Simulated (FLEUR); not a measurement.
# CeSiPt3: cost and accuracy of the k mesh

Wanted: the cheapest choice of the k mesh that holds the magnetic results of CeSiPt3.

Program: FLEUR MaX-R8.1. Level of theory: PBE with U = 6 eV on Ce f; all-electron FLAPW, Dirac cores, scalar-relativistic bands. Results are calculated unless marked as measured.

Most raw output is cut from this account.

### Step 1. The starting structure

Symmetry: P4mm, No. 99, tetragonal system. Conventional cell: a = 4.077 Å, b = 4.077 Å, c = 5.493 Å, α = 90.00°, β = 90.00°, γ = 90.00°. Nearest to Ce lie 4 Pt at 2.97 Å and 4 Si at 3.29 Å. Nearest to Si lie 6 Pt at 2.30 to 3.19 Å and 4 Ce at 3.29 Å. Nearest to Pt lie 2 Si at 2.39 Å. Pt has 1 Si at 2.30 Å and 4 Pt at 2.82 Å and 4 Ce at 2.97 Å nearest. Farther neighbours are not listed.

Structure file:

```cif
data_structure
_symmetry_space_group_name_H-M 'P 1'
_symmetry_Int_Tables_number 1
_cell_length_a 4.0768
_cell_length_b 4.0768
_cell_length_c 5.4926
_cell_angle_alpha 90.000
_cell_angle_beta 90.000
_cell_angle_gamma 90.000
_cell_volume 91.29
loop_
_atom_site_label
_atom_site_type_symbol
_atom_site_fract_x
_atom_site_fract_y
_atom_site_fract_z
_atom_site_occupancy
Ce1 Ce 0.50000 0.50000 0.72178 1
Si2 Si 0.00000 0.00000 0.01082 1
Pt3 Pt 0.50000 0.00000 0.23775 1
Pt4 Pt 0.00000 0.50000 0.23775 1
Pt5 Pt 0.00000 0.00000 0.59229 1
```

The cell comes from a database of computed structures and need not be the stable phase.

### Step 2. Rung 1 (mesh 2×2×2), start ferro +

The ladder starts at a coarse mesh; cost grows with the number of points.

The file n_mmp_mat seeds the f occupations with whole cubic orbitals by Hund's first rule, so that the U acts from the first pass. inpgen writes inp.xml from crystal.txt; cutoffs, mixing, functional, smearing and local orbitals are then set in the file. The k list default-1 (kpts.xml, not shown) is a Γ-centred 2×2×2 mesh; where the ranks do not divide the number of points, some are split in two of half the weight.

Input file inp.xml:

```
<?xml version="1.0" encoding="UTF-8" standalone="no"?>
<fleurInput fleurInputVersion="0.39">
   <comment>
      CeSiPt3
   </comment>
   <calculationSetup>
      <cutoffs Kmax="4.4" Gmax="13.2" GmaxXC="13.2" numbands="0"/>
      <scfLoop itmax="130" minDistance="0.0001" maxIterBroyd="15" imix="Anderson" alpha="0.05" precondParam="0.0" spinf="2.0" sdNocoIR="T"/>
      <coreElectrons ctail="T" frcor="F" kcrel="0" coretail_lmax="0"/>
      <xcFunctional name="pbe" relativisticCorrections="F"/>
      <magnetism jspins="2"/>
      <soc l_soc="F" theta="0.0" phi="0.0" spav="F"/>
      <expertModes spex="0" secvar="F"/>
      <geometryOptimization l_f="F" forcealpha="1.0" forcemix="BFGS" epsdisp="0.00001" epsforce="0.00001"/>
      <ldaU l_linMix="F" mixParam="0.05" spinf="1.0"/>
   </calculationSetup>
   <cell>
      <bzIntegration valenceElectrons="64.0" mode="hist" fermiSmearingEnergy="0.00293995">
         <kPointListSelection listName="default-1"/>
         <xi:include xmlns:xi="http://www.w3.org/2001/XInclude" href="kpts.xml"> </xi:include>
      </bzIntegration>
      <xi:include xmlns:xi="http://www.w3.org/2001/XInclude" href="sym.xml"> </xi:include>
      <bulkLattice scale="1.0">
         <bravaisMatrix>
            <row-1>    7.7041004902452270     0.0000000000000000     0.0000000000000000</row-1>
            <row-2>    0.0000000000000000     7.7041004902452270     0.0000000000000000</row-2>
            <row-3>    0.0000000000000000     0.0000000000000000    10.3794611082220349</row-3>
         </bravaisMatrix>
      </bulkLattice>
   </cell>
   <atomSpecies>
      <species name="Cerium (Ce1.000" element="Ce" atomicNumber="58">
         <mtSphere radius="2.8" gridPoints="925" logIncrement="0.014"/>
         <atomicCutoffs lmax="10" lnonsphr="8"/>
         <electronConfig flipSpins="F">
            <coreConfig>(1s1/2) (2s1/2) (2p1/2) (2p3/2) (3s1/2) (3p1/2) (3p3/2) (4s1/2) (3d3/2) (3d5/2) (4p1/2) (4p3/2) (4d3/2) (4d5/2)</coreConfig>
            <valenceConfig>(5s1/2) (5p1/2) (5p3/2) (6s1/2) (5d3/2) (5d5/2) (4f5/2) (4f7/2)</valenceConfig>
            <stateOccupation state="(5d3/2)" spinUp="0.2" spinDown="0.2"/>
            <stateOccupation state="(5d5/2)" spinUp="0.3" spinDown="0.3"/>
            <stateOccupation state="(4f5/2)" spinUp="0.4285714285714" spinDown="0.0"/>
            <stateOccupation state="(4f7/2)" spinUp="0.5714285714286" spinDown="0.0"/>
         </electronConfig>
         <energyParameters s="6" p="6" d="5" f="4"/>
         <ldaU l="3" U="6.0" J="0.0" l_amf="F"/>
         <lo type="SCLO" l="0" n="5" eDeriv="0"/>
         <lo type="SCLO" l="1" n="5" eDeriv="0"/>
      </species>
      <species name="Silicon (Si)" element="Si" atomicNumber="14">
         <mtSphere radius="1.67" gridPoints="553" logIncrement="0.02"/>
         <atomicCutoffs lmax="6" lnonsphr="4"/>
         <electronConfig flipSpins="F">
            <coreConfig>(1s1/2) (2s1/2) (2p1/2) (2p3/2)</coreConfig>
            <valenceConfig>(3s1/2) (3p1/2) (3p3/2)</valenceConfig>
            <stateOccupation state="(3p1/2)" spinUp="0.333333" spinDown="0.333333"/>
            <stateOccupation state="(3p3/2)" spinUp="0.666667" spinDown="0.666667"/>
         </electronConfig>
         <energyParameters s="3" p="3" d="3" f="4"/>
      </species>
      <species name="Platinum (Pt)" element="Pt" atomicNumber="78">
         <mtSphere radius="2.56" gridPoints="847" logIncrement="0.016"/>
         <atomicCutoffs lmax="10" lnonsphr="8"/>
         <electronConfig flipSpins="F">
            <coreConfig>(1s1/2) (2s1/2) (2p1/2) (2p3/2) (3s1/2) (3p1/2) (3p3/2) (4s1/2) (3d3/2) (3d5/2) (4p1/2) (4p3/2) (5s1/2) (4d3/2) (4d5/2) (4f5/2) (4f7/2)</coreConfig>
            <valenceConfig>(5p1/2) (5p3/2) (6s1/2) (5d3/2) (5d5/2)</valenceConfig>
            <stateOccupation state="(6s1/2)" spinUp="0.500000" spinDown="0.500000"/>
            <stateOccupation state="(5d3/2)" spinUp="1.800000" spinDown="1.800000"/>
            <stateOccupation state="(5d5/2)" spinUp="2.700000" spinDown="2.700000"/>
         </electronConfig>
         <energyParameters s="6" p="6" d="5" f="5"/>
         <lo type="SCLO" l="1" n="5" eDeriv="0"/>
      </species>
   </atomSpecies>
   <atomGroups>
      <atomGroup species="Cerium (Ce1.000">
         <relPos label="                   1">1.000/2.000 1.000/2.000 -.2782229000</relPos>
         <force calculate="T" relaxXYZ="TTT"/>
      </atomGroup>
      <atomGroup species="Silicon (Si)">
         <relPos label="                   2">.0000000000 .0000000000 .0108211200</relPos>
         <force calculate="T" relaxXYZ="TTT"/>
      </atomGroup>
      <atomGroup species="Platinum (Pt)">
         <relPos label="                   3">1.000/2.000 .0000000000 .2377544100</relPos>
         <relPos label="                   4">.0000000000 1.000/2.000 .2377544100</relPos>
         <force calculate="T" relaxXYZ="TTT"/>
      </atomGroup>
      <atomGroup species="Platinum (Pt)">
         <relPos label="                   5">.0000000000 .0000000000 -.4077070500</relPos>
         <force calculate="T" relaxXYZ="TTT"/>
      </atomGroup>
   </atomGroups>
   <output dos="F" band="F" slice="F">
      <bandDOS minEnergy="-.5*Htr" maxEnergy="0.5*Htr" sigma="0.015" storeEVData="T"/>
      <plotting iplot="0" polar="F">
         <plot TwoD="T" vec1="  1.0  0.0  0.0" vec2="  0.0  1.0  0.0" vec3="  0.0  0.0  1.0" zero="  0.0  0.0  0.0" file="plot"/>
      </plotting>
      <moessbauerParams electricFieldGradient="F" isomerShift="F" coreHyperfine="F" valenceHyperfine="F"/>
   </output>
</fleurInput>
```

Input file crystal.txt:

```
CeSiPt3
&input film=F cartesian=F /
4.07683441000  0.00000000000  0.00000000000
0.00000000000  4.07683441000  0.00000000000
0.00000000000  0.00000000000  5.49257428000
1.8897261246
1.0 1.0 1.0

5
58 0.50000000000  0.50000000000  0.72177710000 : 1.000
14 0.00000000000  0.00000000000  0.01082112000
78 0.50000000000  0.00000000000  0.23775441000
78 0.00000000000  0.50000000000  0.23775441000
78 0.00000000000  0.00000000000  0.59229295000

&kpt div1=2 div2=2 div3=2 gamma=T /
```

Run with:

```console
> OMP_NUM_THREADS=1 inpgen -f crystal.txt > inpgen.log  # inp.xml is then edited as shown
> OMP_NUM_THREADS=2 mpirun -n 2 fleur_MPI > fleur.log
```

Run time: 2.5 min. Hardware: 2 MPI ranks of Arm Neoverse V1, shared host; peak memory 0.31 GiB; 5.5 min of CPU time.

Spin moment in the muffin-tin sphere by atom:

```
atom  spin moment in the muffin-tin sphere (μB)
 Ce1                                       1.02
 Si2                                       0.00
 Pt3                                       0.00
 Pt4                                       0.00
 Pt5                                       0.01
```

Read from the output:

```
free energy                                                       : -1755018.8043 eV
program's band gap on this mesh (in a metal only a level spacing) : 0.1349 eV
magnetization                                                     : 1.097 μB
final state                                                       : ferromagnetic
```

After 24 cycles the largest moment stands at 1.02 μB.

### Step 3. Rung 2 (mesh 4×4×2), start ferro +

The k list default-1 (kpts.xml, not shown) is a Γ-centred 4×4×2 mesh.

inp.xml is that of step 2.

crystal.txt: that of step 2 with these lines changed.

```diff
@@ -15,2 +15,2 @@
 
-&kpt div1=2 div2=2 div3=2 gamma=T /
+&kpt div1=4 div2=4 div3=2 gamma=T /
```

Run with:

```console
> OMP_NUM_THREADS=1 inpgen -f crystal.txt > inpgen.log  # inp.xml is then edited as shown
> OMP_NUM_THREADS=1 mpirun -n 4 fleur_MPI > fleur.log
```

It took 2.5 min on 4 MPI ranks; peak memory 0.54 GiB.

Spin moment in the muffin-tin sphere by atom:

```
atom  spin moment in the muffin-tin sphere (μB)
 Ce1                                       1.01
 Si2                                       0.00
 Pt3                                       0.00
 Pt4                                       0.00
 Pt5                                       0.00
```

Numbers from this step:

| Quantity | Value |
| --- | --- |
| free energy | -1755018.8758 eV |
| program's band gap on this mesh (in a metal only a level spacing) | 0.03151 eV |
| magnetization | 1.058 μB |
| final state | ferromagnetic |

The largest moment moves by -0.01 μB from rung 1, at 1.8 times its CPU time.

### Step 4. Rung 3 (mesh 4×4×4), start ferro +

The k list default-1 (kpts.xml, not shown) is a Γ-centred 4×4×4 mesh.

inp.xml is that of step 3.

crystal.txt: that of step 3 with these lines changed.

```diff
@@ -15,2 +15,2 @@
 
-&kpt div1=4 div2=4 div3=2 gamma=T /
+&kpt div1=4 div2=4 div3=4 gamma=T /
```

Elapsed: 3.9 min, on 4 MPI ranks; peak memory 0.54 GiB; 16 min of CPU time.

Read from the output:

| Quantity | Value |
| --- | --- |
| free energy | -1755018.9255 eV |
| program's band gap on this mesh (in a metal only a level spacing) | 0.001544 eV |
| magnetization | 1.057 μB |
| final state | ferromagnetic |
| largest moment | 1.011 μB |

The largest moment is that of rung 2, at 1.6 times its CPU time.

### Step 5. Rung 4 (mesh 6×6×6), start ferro +

The k list default-1 (kpts.xml, not shown) is a Γ-centred 6×6×6 mesh.

inp.xml is that of step 4.

crystal.txt: that of step 4 with these lines changed.

```diff
@@ -15,2 +15,2 @@
 
-&kpt div1=4 div2=4 div3=4 gamma=T /
+&kpt div1=6 div2=6 div3=6 gamma=T /
```

Wall time 7.6 min (4 MPI ranks); peak memory 0.58 GiB.

Numbers from this step:

| Quantity | Value |
| --- | --- |
| free energy | -1755018.8807 eV |
| program's band gap on this mesh (in a metal only a level spacing) | 4.62e-4 eV |
| magnetization | 1.062 μB |
| final state | ferromagnetic |
| largest moment | 1.010 μB |

The largest moment is that of rung 3, at 1.9 times its CPU time.

### Step 6. Rung 5 (mesh 10×10×10), start ferro +

The k list default-1 (kpts.xml, not shown) is a Γ-centred 10×10×10 mesh.

inp.xml is that of step 5.

crystal.txt: that of step 5 with these lines changed.

```diff
@@ -15,2 +15,2 @@
 
-&kpt div1=6 div2=6 div3=6 gamma=T /
+&kpt div1=10 div2=10 div3=10 gamma=T /
```

Wall time 24 min (4 MPI ranks); peak memory 0.71 GiB.

This step gave:

```
free energy                                                       : -1755018.8939 eV
program's band gap on this mesh (in a metal only a level spacing) : 0.003181 eV
magnetization                                                     : 1.068 μB
final state                                                       : ferromagnetic
largest moment                                                    : 1.011 μB
```

The largest moment is that of rung 4, at 3.2 times its CPU time.

### Step 7. Side by side

Ladder, by row:

```
rung      mesh  state from the first start  moment, first (μB)  CPU time (s), all starts
   1     2x2x2               ferromagnetic               1.019                     330.6
   2     4x4x2               ferromagnetic               1.012                     602.2
   3     4x4x4               ferromagnetic               1.011                     946.9
   4     6x6x6               ferromagnetic                1.01                      1820
   5  10x10x10               ferromagnetic               1.011                      5797
```

### Step 8. What came out

| Quantity | Value |
| --- | --- |
| range of the moment in the table, first start | 1.01 to 1.02 μB |
| range of CPU time | 5.5 min to 1.6 h |
| first rung from which all stay within 0.03 μB of the last | 1 |

**Reading.** From rung 1 on the result stays within 0.0075 μB of the last rung, inside the margin of 0.03 μB set for it, at 5.7 % of the last rung's cost. Only the parallel order fits this cell, so the ladder says nothing of other orders. Open f shells have many stationary orbital fillings, so the state need not be the lowest, and spin-only moments miss the orbital part. Core electrons leak out of the spheres (0.021 e), which costs some accuracy.

[Logs and program files are shortened in this print: banners, set-up blocks, solver, clock and traceback lines can be left out without a mark of their own.]

[Logs are printed without paths, hosts, clocks, repeated set-up lines and the standing remarks that a program may print on its own settings, such as how far it seeks lower states.]

[Hosts, paths, dates, database ids (printed as entryN), source tags and the programs' standing remarks are cut or masked in the printed files.]

[Where a cell is said to come from a database of computed structures, the database is the Materials Project.]
